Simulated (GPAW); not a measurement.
# 1T-TiTe2 monolayer: work function by functional and basis

How far do functional and basis move the work function of 1T-TiTe2 monolayer?

Main program and level: GPAW 26.7.0; GPAW, PAW setups; layer in a repeated cell with vacuum, relaxation of atoms and in-plane cell, in the first sound run; inputs show where later runs differ.

Most raw output is cut from this account.

## Step 1: The structure

The cell holds 3 atoms: 2 Te and 1 Ti. Cell: a = 3.750 Å, b = 3.750 Å, c = 21.676 Å, α = 90.0°, β = 90.0°, γ = 120.0°. Vacuum lies along c.

As a file:

```cif
data_structure
_symmetry_space_group_name_H-M 'P 1'
_symmetry_Int_Tables_number 1
_cell_length_a 3.7500
_cell_length_b 3.7500
_cell_length_c 21.6759
_cell_angle_alpha 90.000
_cell_angle_beta 90.000
_cell_angle_gamma 120.000
_cell_volume 263.98
loop_
_atom_site_label
_atom_site_type_symbol
_atom_site_fract_x
_atom_site_fract_y
_atom_site_fract_z
_atom_site_occupancy
Te1 Te 0.66667 0.33333 0.41521 1
Ti2 Ti 0.00000 0.00000 0.50000 1
Te3 Te 0.33333 0.66667 0.58479 1
```

## Step 2: Relaxing the atoms

Forces are removed first; all later runs use this geometry.

Contents of run.py:

```python
import json
import numpy as np
from ase import Atoms
from ase.filters import FrechetCellFilter
from ase.optimize import BFGS
from gpaw import GPAW, PW

slab = Atoms(
    ['Te', 'Ti', 'Te'],
    positions=[
        [1.87500, 1.08253, 9.00000],
        [0.00000, 0.00000, 10.83796],
        [-0.00000, 2.16506, 12.67592]],
    cell=[[3.75, 0.0, 0.0], [-1.875, 3.2476, 0.0], [0.0, 0.0, 21.6759]],
    pbc=[True, True, True])

slab.calc = GPAW(mode=PW(600), xc='PBE', kpts={'size': (9, 9, 1), 'gamma': True},
                 occupations={'name': 'fermi-dirac', 'width': 0.05}, nbands='160%',
                 convergence={'density': 1e-05}, maxiter=200,
                 symmetry={'tolerance': 1e-3}, txt='slab.txt')
result = {}
# The in-plane cell is free; stress needs a cell that repeats along all three vectors
path = []
opt = BFGS(FrechetCellFilter(slab, mask=[1, 1, 0, 0, 0, 1]), maxstep=0.2)
opt.attach(lambda: path.append((slab.get_potential_energy(), slab.positions.tolist(), slab.get_forces().tolist())))
result['relaxed'] = bool(opt.run(fmax=0.02, steps=45))
result['path'] = path
result['cell'] = slab.cell.tolist()
print('in-plane lattice', slab.cell.cellpar().round(4)[[0, 1, 5]])
energy = slab.get_potential_energy()
fermi = slab.calc.get_fermi_level()
v = slab.calc.get_electrostatic_potential().mean((0, 1)) - fermi
n = slab.calc.get_pseudo_density().mean((0, 1))
L = slab.cell[2, 2]
z = np.arange(len(v)) * L / len(v)
low, high = slab.positions[:, 2].min(), slab.positions[:, 2].max()
below, above = np.interp([low - 6.8, high + 6.8], z, v)
slopes = [np.interp(x, z, np.gradient(v, z)) for x in (low - 6.8, high + 6.8)]
eps = np.array([[slab.calc.get_eigenvalues(k, s) for k in range(len(slab.calc.get_ibz_k_points()))]
                for s in range(slab.calc.get_number_of_spins())]) - fermi
top, bottom = eps[eps < 0].max(), eps[eps > 0].min()
dipole = slab.get_dipole_moment()[2]
print(f'energy {energy:.4f} eV, Fermi level {fermi:.4f} eV, dipole {dipole:.5f} e A')
print(f'potential 6.8 A off the faces, from the Fermi level: lower {below:.4f} eV, upper {above:.4f} eV')
print(f'slope of the potential there: lower {slopes[0]:.5f}, upper {slopes[1]:.5f} eV/A')
print(f'nearest levels on the mesh: {top:.4f} and {bottom:.4f} eV')
print('magnetic moment', round(slab.get_magnetic_moment(), 3))
result.update(energy=energy, fermi=fermi, dipole=dipole, below=below, above=above, slopes=slopes, edges=[top, bottom],
              z=z.tolist(), v=v.tolist(), n=n.tolist(), positions=slab.positions.tolist(),
              forces=slab.get_forces(apply_constraint=False).tolist(), moments=slab.get_magnetic_moments().tolist())
json.dump(result, open('result.json', 'w'))
```

The run is started by

```console
OMP_NUM_THREADS=1 OPENBLAS_NUM_THREADS=1 python run.py
```

It took 5.8 min on 1 thread of Arm Neoverse V1, shared host; peak memory 0.38 GiB.

This step gave:

```
dipole along the normal                    : -3.82e-4 e·Å
levels nearest the Fermi level on the mesh : -0.09348, 0.02190 eV from the Fermi level
```

Table of electrostatic potential energy of an electron (without an applied field's), less the Fermi level, planar mean by z:

| z (Å) | electrostatic potential energy of an electron (without an applied field's), less the Fermi level, planar mean (eV) |
| --- | --- |
| 0.0 | 4.87 |
| 0.5 | 4.87 |
| 1.0 | 4.87 |
| 1.5 | 4.87 |
| 2.0 | 4.87 |
| 2.5 | 4.87 |
| 3.0 | 4.87 |
| 3.5 | 4.87 |
| 4.0 | 4.87 |
| 4.5 | 4.87 |
| 5.0 | 4.87 |
| 5.5 | 4.87 |
| 6.0 | 4.86 |
| 6.5 | 4.83 |
| 7.0 | 4.71 |
| 7.5 | 4.19 |
| 8.0 | 2.11 |
| 8.5 | -5.25 |
| 9.0 | -17.4 |
| 9.5 | -10.7 |
| 10.0 | -3.48 |
| 10.5 | -8.06 |
| 11.0 | -10.6 |
| 11.5 | -3.92 |
| 12.0 | -6.83 |
| 12.5 | -17.5 |
| 13.0 | -9.90 |
| 13.5 | 0.410 |
| 14.0 | 3.75 |
| 14.5 | 4.60 |
| 15.0 | 4.81 |
| 15.5 | 4.86 |
| 16.0 | 4.87 |
| 16.5 | 4.87 |
| 17.0 | 4.87 |
| 17.5 | 4.87 |
| 18.0 | 4.87 |
| 18.5 | 4.87 |
| 19.0 | 4.87 |
| 19.5 | 4.87 |
| 20.0 | 4.87 |
| 20.5 | 4.87 |
| 21.0 | 4.87 |
| 21.5 | 4.87 |

The pseudo valence density, planar mean by z:

| z (Å) | pseudo valence density, planar mean (e/Å³) |
| --- | --- |
| 5.0 | 2.6e-5 |
| 5.5 | 1.1e-4 |
| 6.0 | 4.4e-4 |
| 6.5 | 0.00182 |
| 7.0 | 0.00752 |
| 7.5 | 0.0306 |
| 8.0 | 0.111 |
| 8.5 | 0.263 |
| 9.0 | 0.114 |
| 9.5 | 0.293 |
| 10.0 | 0.300 |
| 10.5 | 0.668 |
| 11.0 | 0.897 |
| 11.5 | 0.346 |
| 12.0 | 0.319 |
| 12.5 | 0.125 |
| 13.0 | 0.257 |
| 13.5 | 0.164 |
| 14.0 | 0.0492 |
| 14.5 | 0.0124 |
| 15.0 | 0.00299 |
| 15.5 | 7.2e-4 |
| 16.0 | 1.8e-4 |
| 16.5 | 4.3e-5 |

The relaxation lowered the energy of the cell by 0.0695 eV (energies extrapolated to zero smearing; the optimiser's log prints free energies). The largest force left on a free atom is 0.0051 eV/Å.

## Step 3: Plane waves, PBE

The work function is the vacuum plateau of the electrostatic potential less the Fermi level; a dipole layer lets the two faces have plateaus of their own.

This step: GPAW, PAW setups; slab in vacuum (GPAW 26.7.0).

The cell differs from the one that the last finished run ended in (c 21.676 → 21.503 Å).

Changes to run.py since step 2:

```diff
@@ -3,4 +3,2 @@
 from ase import Atoms
-from ase.filters import FrechetCellFilter
-from ase.optimize import BFGS
 from gpaw import GPAW, PW
@@ -10,21 +8,14 @@
     positions=[
-        [1.87500, 1.08253, 9.00000],
-        [0.00000, 0.00000, 10.83796],
-        [-0.00000, 2.16506, 12.67592]],
-    cell=[[3.75, 0.0, 0.0], [-1.875, 3.2476, 0.0], [0.0, 0.0, 21.6759]],
-    pbc=[True, True, True])
+        [1.86847, 1.07876, 9.00000],
+        [-0.00000, 0.00000, 10.75143],
+        [-0.00000, 2.15752, 12.50285]],
+    cell=[[3.73695, -0.0, 0.0], [-1.86847, 3.2363, 0.0], [0.0, 0.0, 21.5029]],
+    pbc=[True, True, False])
 
-slab.calc = GPAW(mode=PW(600), xc='PBE', kpts={'size': (9, 9, 1), 'gamma': True},
+slab.calc = GPAW(mode=PW(400), xc='PBE', kpts={'size': (9, 9, 1), 'gamma': True},
                  occupations={'name': 'fermi-dirac', 'width': 0.05}, nbands='160%',
                  convergence={'density': 1e-05}, maxiter=200,
+                 poissonsolver={'dipolelayer': 'xy'},
                  symmetry={'tolerance': 1e-3}, txt='slab.txt')
 result = {}
-# The in-plane cell is free; stress needs a cell that repeats along all three vectors
-path = []
-opt = BFGS(FrechetCellFilter(slab, mask=[1, 1, 0, 0, 0, 1]), maxstep=0.2)
-opt.attach(lambda: path.append((slab.get_potential_energy(), slab.positions.tolist(), slab.get_forces().tolist())))
-result['relaxed'] = bool(opt.run(fmax=0.02, steps=45))
-result['path'] = path
-result['cell'] = slab.cell.tolist()
-print('in-plane lattice', slab.cell.cellpar().round(4)[[0, 1, 5]])
 energy = slab.get_potential_energy()
```

Wall time 28 s (1 thread); peak memory 0.2 GiB.

Numbers from this step:

```
dipole along the normal                    : -0.001161 e·Å
levels nearest the Fermi level on the mesh : -0.09335, 0.02187 eV from the Fermi level
upper work function                        : 4.875 eV
lower work function                        : 4.867 eV
```

The electrostatic potential energy of an electron (without an applied field's), less the Fermi level, planar mean by z:

| z (Å) | electrostatic potential energy of an electron (without an applied field's), less the Fermi level, planar mean (eV) |
| --- | --- |
| 0.0 | 4.87 |
| 0.5 | 4.87 |
| 1.0 | 4.87 |
| 1.5 | 4.87 |
| 2.0 | 4.87 |
| 2.5 | 4.87 |
| 3.0 | 4.87 |
| 3.5 | 4.87 |
| 4.0 | 4.87 |
| 4.5 | 4.87 |
| 5.0 | 4.87 |
| 5.5 | 4.86 |
| 6.0 | 4.85 |
| 6.5 | 4.82 |
| 7.0 | 4.66 |
| 7.5 | 3.99 |
| 8.0 | 1.35 |
| 8.5 | -7.44 |
| 9.0 | -17.8 |
| 9.5 | -8.71 |
| 10.0 | -3.47 |
| 10.5 | -9.42 |
| 11.0 | -9.47 |
| 11.5 | -3.48 |
| 12.0 | -8.64 |
| 12.5 | -17.8 |
| 13.0 | -7.51 |
| 13.5 | 1.33 |
| 14.0 | 4.00 |
| 14.5 | 4.66 |
| 15.0 | 4.82 |
| 15.5 | 4.86 |
| 16.0 | 4.87 |
| 16.5 | 4.87 |
| 17.0 | 4.88 |
| 17.5 | 4.88 |
| 18.0 | 4.88 |
| 18.5 | 4.88 |
| 19.0 | 4.88 |
| 19.5 | 4.88 |
| 20.0 | 4.88 |
| 20.5 | 4.88 |
| 21.0 | 4.88 |

The pseudo valence density, planar mean oscillates, so the rows of the table below give means over windows of 1 Å about each position, cut where the curve ends. Its maxima inside the range that stand out by 2 % of the span (Å: e/Å³): 8.4: 0.259, 9.7: 0.316, 10.8: 1.02, 11.8: 0.316, 13.1: 0.259. Its minima: 9.0: 0.103, 9.9: 0.295, 11.6: 0.295, 12.5: 0.103.

Table of pseudo valence density, planar mean by z; means over each step:

| z (Å) | pseudo valence density, planar mean (e/Å³) |
| --- | --- |
| 5 | 4.8e-5 |
| 6 | 8.0e-4 |
| 7 | 0.0133 |
| 8 | 0.145 |
| 9 | 0.200 |
| 10 | 0.408 |
| 11 | 0.702 |
| 12 | 0.263 |
| 13 | 0.198 |
| 14 | 0.0516 |
| 15 | 0.00337 |
| 16 | 1.9e-4 |
| 17 | 1.2e-5 |

The potential is flat to 9.5e-5 eV/Å where it is read, so the vacuum is wide enough.

## Step 4: Self-consistent run: xc = "LDA"

The same geometry under LDA, to see how far the functional moves the levels against the vacuum.

Changes to run.py since step 3:

```diff
@@ -14,3 +14,3 @@
 
-slab.calc = GPAW(mode=PW(400), xc='PBE', kpts={'size': (9, 9, 1), 'gamma': True},
+slab.calc = GPAW(mode=PW(400), xc='LDA', kpts={'size': (9, 9, 1), 'gamma': True},
                  occupations={'name': 'fermi-dirac', 'width': 0.05}, nbands='160%',
```

It took 27 s on 1 thread; peak memory 0.19 GiB.

This step gave:

* dipole along the normal: -0.001174 e·Å
* levels nearest the Fermi level on the mesh: -0.09149, 0.01812 eV from the Fermi level
* upper work function: 5.169 eV
* lower work function: 5.160 eV

Electrostatic potential energy of an electron (without an applied field's), less the Fermi level, planar mean against z:

| z (Å) | electrostatic potential energy of an electron (without an applied field's), less the Fermi level, planar mean (eV) |
| --- | --- |
| 0.0 | 5.16 |
| 0.5 | 5.16 |
| 1.0 | 5.16 |
| 1.5 | 5.16 |
| 2.0 | 5.16 |
| 2.5 | 5.16 |
| 3.0 | 5.16 |
| 3.5 | 5.16 |
| 4.0 | 5.16 |
| 4.5 | 5.16 |
| 5.0 | 5.16 |
| 5.5 | 5.16 |
| 6.0 | 5.15 |
| 6.5 | 5.11 |
| 7.0 | 4.95 |
| 7.5 | 4.29 |
| 8.0 | 1.66 |
| 8.5 | -7.10 |
| 9.0 | -17.5 |
| 9.5 | -8.35 |
| 10.0 | -3.12 |
| 10.5 | -9.08 |
| 11.0 | -9.12 |
| 11.5 | -3.13 |
| 12.0 | -8.29 |
| 12.5 | -17.5 |
| 13.0 | -7.18 |
| 13.5 | 1.64 |
| 14.0 | 4.30 |
| 14.5 | 4.96 |
| 15.0 | 5.12 |
| 15.5 | 5.16 |
| 16.0 | 5.17 |
| 16.5 | 5.17 |
| 17.0 | 5.17 |
| 17.5 | 5.17 |
| 18.0 | 5.17 |
| 18.5 | 5.17 |
| 19.0 | 5.17 |
| 19.5 | 5.17 |
| 20.0 | 5.17 |
| 20.5 | 5.17 |
| 21.0 | 5.17 |

Pseudo valence density, planar mean against z:

| z (Å) | pseudo valence density, planar mean (e/Å³) |
| --- | --- |
| 0.00 | -1.3e-6 |
| 0.65 | 1.4e-6 |
| 1.08 | 1.4e-6 |
| 1.72 | -1.3e-6 |
| 2.37 | 1.4e-6 |
| 2.80 | 1.4e-6 |
| 3.44 | 0 |
| 4.09 | 3.6e-6 |
| 4.52 | 8.9e-6 |
| 5.16 | 4.6e-5 |
| 5.81 | 3.0e-4 |
| 6.24 | 0.00104 |
| 6.88 | 0.00668 |
| 7.53 | 0.0405 |
| 7.96 | 0.121 |
| 8.60 | 0.256 |
| 9.25 | 0.211 |
| 9.68 | 0.317 |
| 10.32 | 0.535 |
| 10.97 | 0.845 |
| 11.61 | 0.295 |
| 12.04 | 0.314 |
| 12.69 | 0.151 |
| 13.33 | 0.192 |
| 13.76 | 0.0711 |
| 14.41 | 0.0123 |
| 15.05 | 0.00193 |
| 15.48 | 5.6e-4 |
| 16.13 | 8.8e-5 |
| 16.77 | 1.2e-5 |
| 17.20 | 2.8e-6 |
| 17.85 | 2.1e-6 |
| 18.49 | -1.2e-6 |
| 18.92 | -1.3e-6 |
| 19.57 | 1.4e-6 |
| 20.21 | -1.3e-6 |
| 20.64 | -1.3e-6 |
| 21.29 | 1.4e-6 |

Force by atom:

| atom | x (eV/Å) | y (eV/Å) | z (eV/Å) | size |
| --- | --- | --- | --- | --- |
| Te1 | 0.000 | 0.000 | 0.540 | 0.540 |
| Ti2 | 0.000 | 0.000 | 0.000 | 0.000 |
| Te3 | 0.000 | 0.000 | -0.540 | 0.540 |

The upper face's work function is 5.169 eV, against 4.875 eV in the first plane-wave PBE run at this geometry.

## Step 5: Self-consistent run: xc = "revPBE"

The same geometry under revPBE, to see how far the functional moves the levels against the vacuum.

Changes to run.py since step 4:

```diff
@@ -14,3 +14,3 @@
 
-slab.calc = GPAW(mode=PW(400), xc='LDA', kpts={'size': (9, 9, 1), 'gamma': True},
+slab.calc = GPAW(mode=PW(400), xc='revPBE', kpts={'size': (9, 9, 1), 'gamma': True},
                  occupations={'name': 'fermi-dirac', 'width': 0.05}, nbands='160%',
```

It took 30 s on 1 thread; peak memory 0.2 GiB.

This step gave:

```yaml
dipole_along_the_normal: -0.001158 e·Å
levels_nearest_the_fermi_level_on_the_mesh: -0.09384, 0.02355 eV from the Fermi level
upper_work_function: 4.770 eV
lower_work_function: 4.761 eV
```

The upper face's work function is 4.770 eV, against 4.875 eV in the first plane-wave PBE run at this geometry.

## Step 6: Self-consistent run: xc = "RPBE"

The same geometry under RPBE, to see how far the functional moves the levels against the vacuum.

Changes to run.py since step 5:

```diff
@@ -14,3 +14,3 @@
 
-slab.calc = GPAW(mode=PW(400), xc='revPBE', kpts={'size': (9, 9, 1), 'gamma': True},
+slab.calc = GPAW(mode=PW(400), xc='RPBE', kpts={'size': (9, 9, 1), 'gamma': True},
                  occupations={'name': 'fermi-dirac', 'width': 0.05}, nbands='160%',
```

Wall time 28 s (1 thread); peak memory 0.2 GiB.

This step gave:

| Property | Result |
| --- | --- |
| dipole along the normal | -0.001157 e·Å |
| levels nearest the Fermi level on the mesh | -0.09367, 0.02400 eV from the Fermi level |
| upper work function | 4.763 eV |
| lower work function | 4.755 eV |

Table of electrostatic potential energy of an electron (without an applied field's), less the Fermi level, planar mean by z:

| z (Å) | electrostatic potential energy of an electron (without an applied field's), less the Fermi level, planar mean (eV) |
| --- | --- |
| 0 | 4.76 |
| 1 | 4.75 |
| 2 | 4.75 |
| 3 | 4.76 |
| 4 | 4.76 |
| 5 | 4.75 |
| 6 | 4.74 |
| 7 | 4.54 |
| 8 | 1.23 |
| 9 | -17.9 |
| 10 | -3.59 |
| 11 | -9.59 |
| 12 | -8.75 |
| 13 | -7.62 |
| 14 | 3.88 |
| 15 | 4.71 |
| 16 | 4.76 |
| 17 | 4.76 |
| 18 | 4.76 |
| 19 | 4.76 |
| 20 | 4.76 |
| 21 | 4.76 |

The upper face's work function is 4.763 eV, against 4.875 eV in the first plane-wave PBE run at this geometry.

## Step 7: Self-consistent run: xc = "vdW-DF2"

The same geometry under vdW-DF2, to see how far the functional moves the levels against the vacuum (the van der Waals functionals take revPBE setups).

Changes to run.py since step 6:

```diff
@@ -14,3 +14,3 @@
 
-slab.calc = GPAW(mode=PW(400), xc='RPBE', kpts={'size': (9, 9, 1), 'gamma': True},
+slab.calc = GPAW(mode=PW(400), xc='vdW-DF2', kpts={'size': (9, 9, 1), 'gamma': True},
                  occupations={'name': 'fermi-dirac', 'width': 0.05}, nbands='160%',
```

The job ended after 42 s (1 thread; peak memory 0.37 GiB).

Numbers from this step:

| Item | Value |
| --- | --- |
| levels nearest the Fermi level on the mesh | -0.07081, 0.03948 eV from the Fermi level |
| upper work function | 5.161 eV |
| lower work function | 5.153 eV |

Table of electrostatic potential energy of an electron (without an applied field's), less the Fermi level, planar mean by z:

| z (Å) | electrostatic potential energy of an electron (without an applied field's), less the Fermi level, planar mean (eV) |
| --- | --- |
| 0 | 5.16 |
| 1 | 5.15 |
| 2 | 5.15 |
| 3 | 5.15 |
| 4 | 5.15 |
| 5 | 5.15 |
| 6 | 5.13 |
| 7 | 4.89 |
| 8 | 1.39 |
| 9 | -17.9 |
| 10 | -3.65 |
| 11 | -9.64 |
| 12 | -8.81 |
| 13 | -7.57 |
| 14 | 4.15 |
| 15 | 5.09 |
| 16 | 5.16 |
| 17 | 5.16 |
| 18 | 5.16 |
| 19 | 5.16 |
| 20 | 5.16 |
| 21 | 5.16 |

The upper face's work function is 5.161 eV, against 4.875 eV in the first plane-wave PBE run at this geometry.

## Step 8: OptPBE vdW: xc = "optPBE-vdW"

The same geometry under optPBE-vdW, to see how far the functional moves the levels against the vacuum (the van der Waals functionals take revPBE setups).

Changes to run.py since step 7:

```diff
@@ -14,3 +14,3 @@
 
-slab.calc = GPAW(mode=PW(400), xc='vdW-DF2', kpts={'size': (9, 9, 1), 'gamma': True},
+slab.calc = GPAW(mode=PW(400), xc='optPBE-vdW', kpts={'size': (9, 9, 1), 'gamma': True},
                  occupations={'name': 'fermi-dirac', 'width': 0.05}, nbands='160%',
```

It took 43 s on 1 thread; peak memory 0.37 GiB.

Numbers from this step:

```yaml
levels_nearest_the_fermi_level_on_the_mesh: -0.08464, 0.02922 eV from the Fermi level
upper_work_function: 5.058 eV
lower_work_function: 5.050 eV
```

The upper face's work function is 5.058 eV, against 4.875 eV in the first plane-wave PBE run at this geometry.

[end of part 1 of 2]

[Logs are printed without paths, hosts, clocks, repeated set-up lines and the standing remarks that a program may print on its own settings, such as how far it seeks lower states.]

[Hosts, paths, dates, database ids (printed as entryN), source tags and the programs' standing remarks are cut or masked in the printed files.]
